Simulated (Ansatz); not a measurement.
## Sc on Ir(111): change of the work function

How does one ordered layer of Sc (fcc site) change the work function of Ir(111), and what dipole does each adsorbate carry?

Program: Ansatz 0.2.0. Level of theory: plane-wave DFT, PBE-D3(BJ), Ansatz PAW, in the first sound run; inputs show where later runs differ. Values are calculated unless marked as measured.

The raw output is cut from this account; settings, times and results stay.

### Step 1. The structure

The cell holds 4 atoms: 4 Ir. Cell: a = 2.715 Å, b = 2.715 Å, c = 24.651 Å, α = 90.0°, β = 90.0°, γ = 60.0°. Vacuum lies along c.

### Step 2. The clean slab

The bare slab comes first, as the zero from which every change is counted. The two lowest layers are held at bulk places and the upper ones relax. The dipole correction removes the false field that a one-sided slab makes across the periodic vacuum, so each face gets a flat vacuum level of its own.

Contents of input.yaml:

```yaml
crystal:
  lattice:
    - [2.7152900398, 0.0, 0.0]
    - [1.3576450199, 2.3515101531, 0.0]
    - [0.0, 0.0, 24.6510751011]
  atoms:
    - { symbol: Ir, position: [0.0, 0.0, 0.3650956383] }
    - { symbol: Ir, position: [0.3333333333, 0.3333333333, 0.4550318794] }
    - { symbol: Ir, position: [0.6666666667, 0.6666666667, 0.5449681206] }
    - { symbol: Ir, position: [0.0, 0.0, 0.6349043617] }
kpoints:
  mp_grid: { grid: [13, 13, 1] }
hamiltonian:
  xc: pbe
  dispersion: d3bj
scf:
  occupations: { method: fermi_dirac, width: 0.1 }
  convergence: { dr2_threshold: 1.0e-08 }
efield:
  axis: 3
  dipole_correction: true
  ramp_position: 0.97
  ramp_width: 0.06
relax:
  f_tol: 0.02
  max_steps: 60
  constraints: [{ sites: [0, 1] }]
output:
  write_potential: true
  write_density: true
  volumetric_format: npy
```

Run with:

```sh
$ ansatz run input.yaml --threads 4 --pin off --max-ram 6144MiB --backend cpu --events-out ev --progress --plain --runs-dir out
```

Wall time 9.6 s (4 threads of Arm Neoverse V2, shared host); peak memory 0.47 GiB.

Relaxation path:

```csv
step,energy less that of the first step (eV),largest force component (eV/Å)
1,0.0000,0.3068
2,0.0166,0.6141
3,-0.0083,0.0176
```

Relaxation step 2 was tried and not accepted.

The run keeps the 6 symmetry operations that the program found, so distortions that break them were not tested.

The atoms that moved most (Å):

```csv
atom,dx,dy,dz,length
Ir4,0.000,0.000,-0.055,0.055
Ir3,0.000,0.000,-0.029,0.029
```

The relaxed structure:

```cif
data_structure
_symmetry_space_group_name_H-M 'P 1'
_symmetry_Int_Tables_number 1
_cell_length_a 2.7153
_cell_length_b 2.7153
_cell_length_c 24.6511
_cell_angle_alpha 90.000
_cell_angle_beta 90.000
_cell_angle_gamma 60.000
_cell_volume 157.40
loop_
_atom_site_label
_atom_site_type_symbol
_atom_site_fract_x
_atom_site_fract_y
_atom_site_fract_z
_atom_site_occupancy
Ir1 Ir 0.00000 0.00000 0.36510 1
Ir2 Ir 0.33333 0.33333 0.45503 1
Ir3 Ir 0.66667 0.66667 0.54381 1
Ir4 Ir 0.00000 0.00000 0.63267 1
```

This step gave:

| Property | Result |
| --- | --- |
| energy at zero smearing | -47741.6007 eV |
| work function, upper face | 5.481 eV |
| dipole along the normal | 5.60e-4 e·Å |

Running mean over 2.217 Å of the planar mean; the ramp of the sawtooth is left out. Table of electron's electrostatic potential energy less the Fermi level by z:

```csv
z (Å),electron's electrostatic potential energy less the Fermi level (eV)
4,5.50
5,5.49
6,5.42
7,4.28
8,-5.47
9,-12.7
10,-13.3
11,-13.6
12,-13.9
13,-13.8
14,-13.7
15,-13.4
16,-11.5
17,-0.286
18,5.08
19,5.45
20,5.48
21,5.48
```

The relaxation took 3 steps and lowered the energy by 0.0083 eV; the largest force on the free atoms ends at 0.018 eV/Å.

The work function of the upper face is 5.48 eV.

### Step 3. The covered slab

System of this step: Sc/Ir(111). The cell holds 17 atoms: 16 Ir and 1 Sc. Cell: a = 5.431 Å, b = 5.431 Å, c = 27.461 Å, α = 90.0°, β = 90.0°, γ = 60.0°. Vacuum lies along c.

The clean slab as it ended is repeated in the plane and the adsorbate is set on one face; the cell's size fixes the coverage, and the k-mesh shrinks with it to keep the sampling density about even. Adsorbate and upper layers relax, since the dipole depends on the height.

Contents of input.yaml:

```yaml
crystal:
  lattice:
    - [5.4305800796, 0.0, 0.0]
    - [2.7152900398, 4.7030203062, 0.0]
    - [0.0, 0.0, 27.4606856015]
  atoms:
    - { symbol: Ir, position: [0.0, 0.0, 0.3277412709] }
    - { symbol: Ir, position: [0.1666666667, 0.1666666667, 0.4084757823] }
    - { symbol: Ir, position: [0.3333333333, 0.3333333333, 0.4881688213] }
    - { symbol: Ir, position: [0.0, 0.0, 0.5679425968] }
    - { symbol: Ir, position: [0.0, 0.5, 0.3277412709] }
    - { symbol: Ir, position: [0.1666666667, 0.6666666667, 0.4084757823] }
    - { symbol: Ir, position: [0.3333333333, 0.8333333333, 0.4881688213] }
    - { symbol: Ir, position: [0.0, 0.5, 0.5679425968] }
    - { symbol: Ir, position: [0.5, 0.0, 0.3277412709] }
    - { symbol: Ir, position: [0.6666666667, 0.1666666667, 0.4084757823] }
    - { symbol: Ir, position: [0.8333333333, 0.3333333333, 0.4881688213] }
    - { symbol: Ir, position: [0.5, 0.0, 0.5679425968] }
    - { symbol: Ir, position: [0.5, 0.5, 0.3277412709] }
    - { symbol: Ir, position: [0.6666666667, 0.6666666667, 0.4084757823] }
    - { symbol: Ir, position: [0.8333333333, 0.8333333333, 0.4881688213] }
    - { symbol: Ir, position: [0.5, 0.5, 0.5679425968] }
    - { symbol: Sc, position: [0.1666666667, 0.1666666667, 0.6722587291] }
kpoints:
  mp_grid: { grid: [7, 7, 1] }
hamiltonian:
  xc: pbe
  dispersion: d3bj
scf:
  occupations: { method: fermi_dirac, width: 0.1 }
  convergence: { dr2_threshold: 1.0e-08 }
efield:
  axis: 3
  dipole_correction: true
  ramp_position: 0.97
  ramp_width: 0.06
relax:
  f_tol: 0.02
  max_steps: 60
  constraints: [{ sites: [0, 1, 4, 5, 8, 9, 12, 13] }]
output:
  bader: true
  dos: { projected: true, e_range: [-8, 4] }
  write_potential: true
  write_density: true
  volumetric_format: npy
  elf: true
```

It took 4.6 min on 4 threads; peak memory 2.9 GiB.

Relaxation path:

```csv
step,energy less that of the first step (eV),largest force component (eV/Å)
1,0.0000,3.2197
2,-0.8096,3.4677
3,-1.5618,3.2359
4,-2.1596,2.0456
5,-2.4169,0.2998
6,-2.4470,0.2174
7,-2.4581,0.0381
8,-2.4582,0.0026
```

Forces are held to the 6 operations that the program found; a distortion that breaks them can't arise in this run.

The atoms that moved most (Å):

```csv
atom,dx,dy,dz,length
Sc17,0.000,0.000,-0.859,0.859
Ir16,0.000,0.000,0.089,0.089
Ir4,-0.038,-0.022,0.053,0.069
Ir8,0.000,0.044,0.053,0.069
Ir12,0.038,-0.022,0.053,0.069
Ir15,0.000,0.000,-0.061,0.061
Ir3,0.002,0.001,0.030,0.030
Ir11,-0.002,0.001,0.030,0.030
```

The relaxed structure:

```cif
data_structure
_symmetry_space_group_name_H-M 'P 1'
_symmetry_Int_Tables_number 1
_cell_length_a 5.4306
_cell_length_b 5.4306
_cell_length_c 27.4607
_cell_angle_alpha 90.000
_cell_angle_beta 90.000
_cell_angle_gamma 60.000
_cell_volume 701.35
loop_
_atom_site_label
_atom_site_type_symbol
_atom_site_fract_x
_atom_site_fract_y
_atom_site_fract_z
_atom_site_occupancy
Ir1 Ir 0.00000 0.00000 0.32774 1
Ir2 Ir 0.16667 0.16667 0.40848 1
Ir3 Ir 0.33355 0.33355 0.48927 1
Ir4 Ir 0.99537 0.99537 0.56987 1
Ir5 Ir 0.00000 0.50000 0.32774 1
Ir6 Ir 0.16667 0.66667 0.40848 1
Ir7 Ir 0.33355 0.83290 0.48927 1
Ir8 Ir 0.99537 0.50926 0.56987 1
Ir9 Ir 0.50000 0.00000 0.32774 1
Ir10 Ir 0.66667 0.16667 0.40848 1
Ir11 Ir 0.83290 0.33355 0.48927 1
Ir12 Ir 0.50926 0.99537 0.56987 1
Ir13 Ir 0.50000 0.50000 0.32774 1
Ir14 Ir 0.66667 0.66667 0.40848 1
Ir15 Ir 0.83333 0.83333 0.48593 1
Ir16 Ir 0.50000 0.50000 0.57120 1
Sc17 Sc 0.16667 0.16667 0.64096 1
```

This step gave:

```
energy at zero smearing        : -193104.2432 eV
work function, upper face      : 2.003 eV
work function, lower face      : 5.498 eV
dipole along the normal        : 0.4933 e·Å
step between the vacuum levels : -3.495 eV
```

Running mean over 2.217 Å of the planar mean; the ramp of the sawtooth is left out. The electron's electrostatic potential energy less the Fermi level by z:

z (Å), electron's electrostatic potential energy less the Fermi level (eV) and a bar from the least value:
```
      3.5        5.5 ##############################
      4.0        5.5 ##############################
      4.5        5.5 ##############################
      5.0        5.5 ##############################
      5.5        5.5 ##############################
      6.0        5.4 ##############################
      6.5        5.2 ##############################
      7.0        4.3 ############################
      7.5        0.8 #######################
      8.0       -5.5 #############
      8.5      -10.8 #####
      9.0      -12.7 ##
      9.5      -13.1 #
     10.0      -13.3 #
     10.5      -13.4 #
     11.0      -13.5 
     11.5      -13.7 
     12.0      -13.8 
     12.5      -13.8 
     13.0      -13.6 
     13.5      -13.5 
     14.0      -13.2 #
     14.5      -13.0 #
     15.0      -13.1 #
     15.5      -13.1 #
     16.0      -12.5 ##
     16.5       -9.6 #######
     17.0       -4.8 ##############
     17.5       -1.4 ###################
     18.0       -0.6 ####################
     18.5       -0.1 #####################
     19.0        0.9 #######################
     19.5        1.5 ########################
     20.0        1.8 ########################
     20.5        1.9 ########################
     21.0        2.0 ########################
     21.5        2.0 #########################
     22.0        2.0 #########################
     22.5        2.0 #########################
     23.0        2.0 #########################
     23.5        2.0 #########################
     24.0        2.0 #########################
```

The density of states has structure finer than the step of the table below, so its rows give means over 0.25 eV. Peaks (eV: height): -3.670: 34.6, -3.430: 57.4, -3.190: 44.0, -3.010: 41.4, -2.650: 33.3, -2.140: 52.6, -1.200: 32.3.

Density of states against energy, zero at the Fermi level; means over each step:

```csv
energy (eV),density of states (states/eV a cell)
-7.75,5.34
-7.50,10.1
-7.25,12.9
-7.00,9.80
-6.75,16.5
-6.50,19.8
-6.25,18.2
-6.00,18.0
-5.75,11.4
-5.50,14.1
-5.25,18.1
-5.00,15.5
-4.75,19.0
-4.50,12.5
-4.25,17.7
-4.00,22.1
-3.75,24.3
-3.50,32.8
-3.25,25.8
-3.00,27.2
-2.75,20.7
-2.50,14.0
-2.25,20.3
-2.00,22.6
-1.75,12.9
-1.50,17.6
-1.25,22.6
-1.00,20.6
-0.75,20.7
-0.50,15.4
-0.25,16.5
0.00,19.7
0.25,20.6
0.50,23.8
0.75,24.6
1.00,17.1
1.25,14.0
1.50,11.9
1.75,12.9
```

Projected DOS per atom over height of the atomic layer and energy from the Fermi level. Layers: Ir4 Ir4 Ir4 Ir4 Sc from below.

Values in states/eV, 22 rows by 5 columns, each cell a mean:
```
0.40 0.33 0.33 0.57 5.09
0.61 0.57 0.68 0.68 2.24
1.14 1.50 1.32 0.81 1.35
1.41 1.30 1.30 1.06 1.37
1.27 1.10 0.92 0.93 0.86
1.20 0.83 0.83 1.18 0.58
1.62 0.96 1.05 1.40 0.74
1.41 0.87 1.17 1.20 0.69
1.32 0.96 0.95 1.22 0.42
1.17 0.71 0.76 1.17 0.90
2.04 0.88 0.90 1.44 0.47
1.72 1.52 1.54 2.12 0.52
1.70 1.58 1.52 1.84 0.33
1.00 1.28 1.29 1.40 0.26
0.78 0.98 1.07 0.90 0.09
0.96 1.12 1.11 1.02 0.05
0.84 0.87 0.84 0.92 0.05
0.87 1.16 1.06 0.81 0.07
0.87 1.47 1.38 1.01 0.09
0.42 1.21 1.20 0.44 0.05
0.39 1.07 1.05 0.42 0.05
0.18 0.45 0.44 0.22 0.03
```
Columns: height of the atomic layer (Å) from 9 to 17.6 (not evenly spaced); rows upwards: energy from the Fermi level (eV) from -7.96 to 1.95.

Electrostatic potential energy in the ca plane at fractional y = 0.167, with atoms of Ir and Sc within 0.2 Å of it. With pseudopotentials it is smooth inside the atoms' cores, unlike the true potential.

Values in eV, 8 rows by 16 columns, each cell a mean:
```
-21   1   2   4 -12 -12  -4 -15   5   4   7   9   9   9   9  10
 -5   2 -27 -11  -1  -1   3  -2   9   9   9   9   9   9   9  10
  6  -1 -50 -30   5   7   8   7  10  10  10   9   9   9   9  10
 -4   2 -30 -13   0   1   3  -2   9   9   9   9   9   9   9  10
-21   1   2   4 -12 -12  -4 -15   6   5   7   9   9   9   9  10
 -5   2 -27 -11  -1  -1   4  -1  -7 -18   3   8   9   9   9  10
  6  -1 -50 -30   6   7   8   6 -24 -43   0   8   9   9   9  10
 -4   2 -30 -13   0   1   4  -1  -8 -20   3   8   9   9   9  10
```
Columns run along c (16.0 Å, from fractional 0.31 to 0.90 of the cell; values clipped at the 3rd and 97th percentile), rows up along a (5.4 Å). Atoms in or near the plane, at fractional coordinates: Ir at (0.41, 0.17), Ir at (0.41, 0.67), Sc at (0.64, 0.17).

Valence density in the ca plane at fractional y = 0.167, with atoms of Ir and Sc within 0.2 Å of it. It is the smooth field of the valence electrons, not physical close to the nuclei.

Ten steps, logarithmic in the rise over the least value, from '0' (0.0 e/Å³) to '9' (8.9 e/Å³), each cell a mean:
```
66643334333456643456653222100000000000000000
56543344433456643456643211000000000000000000
45433467653345443344432110000000000000000000
33334689974333332233332110000000000000000000
33334799984333322233322100000000000000000000
33334689974333332233332110000000000000000000
55443466643345543345542210000000000000000000
66643334333456643456653211000000000000000000
56543344433456643456643222100000000000000000
45433467653345443344443456521000000000000000
33334689974333332233333689841000000000000000
33334799984333322223334799852000000000000000
33334689974333332233333688741000000000000000
55443466643345543345543355420000000000000000
```
Columns run along c (16.0 Å, from fractional 0.31 to 0.90 of the cell), rows up along a (5.4 Å). Atoms in or near the plane, at fractional coordinates: Ir at (0.41, 0.17), Ir at (0.41, 0.67), Sc at (0.64, 0.17).

ELF in the ca plane at fractional y = 0.167, with atoms of Ir and Sc within 0.2 Å of it. It is the smooth field of the valence electrons, not physical close to the nuclei.

Ten even steps from '0' (0.00) to '9' (0.73), each cell a mean:
```
56543334433356544445545411000122210000000000
55533334433356544445544542101111100000000000
44334357644434433334434443211100000000000000
44343588863433332234444332110000000000000000
44443685773344322234544322110000000000000000
44343588863433332234444332211000000000000000
44434356544434433334444443211110000000000000
56543334433356544445544531001111100000000000
55533334433356544445545311100122210000000000
44334357644434433333343368730112221000000000
44343588863433332233442687971012321100000000
44443685773344322234542752882012322100000000
44343588863433332233442698961012321100000000
44434356544434433334444357620112221000000000
```
Columns run along c (16.0 Å, from fractional 0.31 to 0.90 of the cell), rows up along a (5.4 Å). Atoms in or near the plane, at fractional coordinates: Ir at (0.41, 0.17), Ir at (0.41, 0.67), Sc at (0.64, 0.17).

The relaxation took 8 steps and lowered the energy by 2.5 eV; the largest force on the free atoms ends at 0.0026 eV/Å.

By hand: a sheet of dipoles makes a step −p/(ε₀A) in the electron's potential. With e/ε₀ = 180.95 V·Å, p = 0.4933 e·Å and A = 25.54 Å², that is −180.95 × (0.4933) / 25.54 = -3.495 eV, and the two vacuum levels of the run differ by -3.495 eV.

The covered face has 2.00 eV, -3.48 eV against the clean one; the bare back face has moved by +0.00 eV, a measure of how thin the slab is.

### Step 4. Work function against coverage

This step: plane-wave DFT, PBE-D3(BJ), Ansatz PAW; work function against coverage (Ansatz 0.2.0).

The runs are now put side by side.

This step gave:

```yaml
work_function_of_the_clean_face: 5.481 eV
largest_change_of_the_work_function: -3.478 eV
```

Work function of the covered face against coverage:

```csv
coverage (adsorbates/nm²),work function of the covered face (eV)
0.00,5.48
3.92,2.00
```

The dipole per adsorbate comes from the change of the cell's dipole. Coverage, by row:

```csv
coverage (1/nm²),coverage (ML),work function (eV),change (eV),"dipole per adsorbate, positive end outwards (debye)",mean height of the added atoms over the highest substrate atom (Å)
3.915,0.25,2.003,-3.478,2.359,1.916
```

### Step 5. Another level of theory, functional PBEsol

This step: plane-wave DFT, PBEsol, Ansatz PAW (Ansatz 0.2.0).

The geometry is kept and the functional is PBEsol; other changes against the main runs: no dispersion term, which doesn't act on the electrons.

Contents of input.yaml:

```yaml
crystal:
  lattice:
    - [5.4305800796, 0.0, 0.0]
    - [2.7152900398, 4.7030203062, 0.0]
    - [0.0, 0.0, 27.4606856015]
  atoms:
    - { symbol: Ir, position: [0.0, 0.0, 0.3277412709] }
    - { symbol: Ir, position: [0.1666666667, 0.1666666667, 0.4084757823] }
    - { symbol: Ir, position: [0.3335481906, 0.3335481906, 0.4892735238] }
    - { symbol: Ir, position: [-0.0046313257, -0.0046313257, 0.5698706711] }
    - { symbol: Ir, position: [0.0, 0.5, 0.3277412709] }
    - { symbol: Ir, position: [0.1666666667, 0.6666666667, 0.4084757823] }
    - { symbol: Ir, position: [0.3335481906, 0.8329036187, 0.4892735238] }
    - { symbol: Ir, position: [-0.0046313257, 0.5092626513, 0.5698706711] }
    - { symbol: Ir, position: [0.5, 0.0, 0.3277412709] }
    - { symbol: Ir, position: [0.6666666667, 0.1666666667, 0.4084757823] }
    - { symbol: Ir, position: [0.8329036187, 0.3335481906, 0.4892735238] }
    - { symbol: Ir, position: [0.5092626513, -0.0046313257, 0.5698706711] }
    - { symbol: Ir, position: [0.5, 0.5, 0.3277412709] }
    - { symbol: Ir, position: [0.6666666667, 0.6666666667, 0.4084757823] }
    - { symbol: Ir, position: [0.8333333333, 0.8333333333, 0.4859300492] }
    - { symbol: Ir, position: [0.5, 0.5, 0.5711975988] }
    - { symbol: Sc, position: [0.1666666667, 0.1666666667, 0.6409619432] }
kpoints:
  mp_grid: { grid: [7, 7, 1] }
hamiltonian:
  xc: pbesol
scf:
  occupations: { method: fermi_dirac, width: 0.1 }
  convergence: { dr2_threshold: 1.0e-08 }
efield:
  axis: 3
  dipole_correction: true
  ramp_position: 0.97
  ramp_width: 0.06
output:
  write_potential: true
  write_density: true
  volumetric_format: npy
```

The job ended after 39 s (4 threads; peak memory 2.8 GiB).

Numbers from this step:

```
energy at zero smearing        : -190889.0035 eV
work function, upper face      : 2.006 eV
work function, lower face      : 5.631 eV
dipole along the normal        : 0.5117 e·Å
step between the vacuum levels : -3.625 eV
```

The work function comes to 2.01 eV, +0.00 eV from the first level.

### Step 6. Another level of theory, functional LDA

This step: plane-wave DFT, LDA, Ansatz PAW (Ansatz 0.2.0).

The geometry is kept and the functional is LDA; other changes against the main runs: no dispersion term, which doesn't act on the electrons.

input.yaml: that of step 5 with these lines changed.

```diff
@@ -26,3 +26,3 @@
 hamiltonian:
-  xc: pbesol
+  xc: lda
 scf:
```

It took 39 s on 4 threads; peak memory 2.7 GiB.

Read from the output:

```
energy at zero smearing        : -188695.8020 eV
work function, upper face      : 2.222 eV
work function, lower face      : 5.859 eV
dipole along the normal        : 0.5133 e·Å
step between the vacuum levels : -3.636 eV
```

The work function comes to 2.22 eV, +0.22 eV from the first level.

(Part 1 of 2 ends here.)

[Long decimals in the printed logs are rounded to 6 places.]

[Logs are printed without paths, hosts, clocks, repeated set-up lines and the standing remarks that a program may print on its own settings, such as how far it seeks lower states.]

[Hosts, paths, dates, database ids (printed as entryN), source tags and the programs' standing remarks are cut or masked in the printed files.]

[Maps of the electrostatic potential energy from Ansatz leave out the sawtooth potential of an applied field or a dipole correction, so their vacuum need not be flat; planar profiles and work functions include it.]
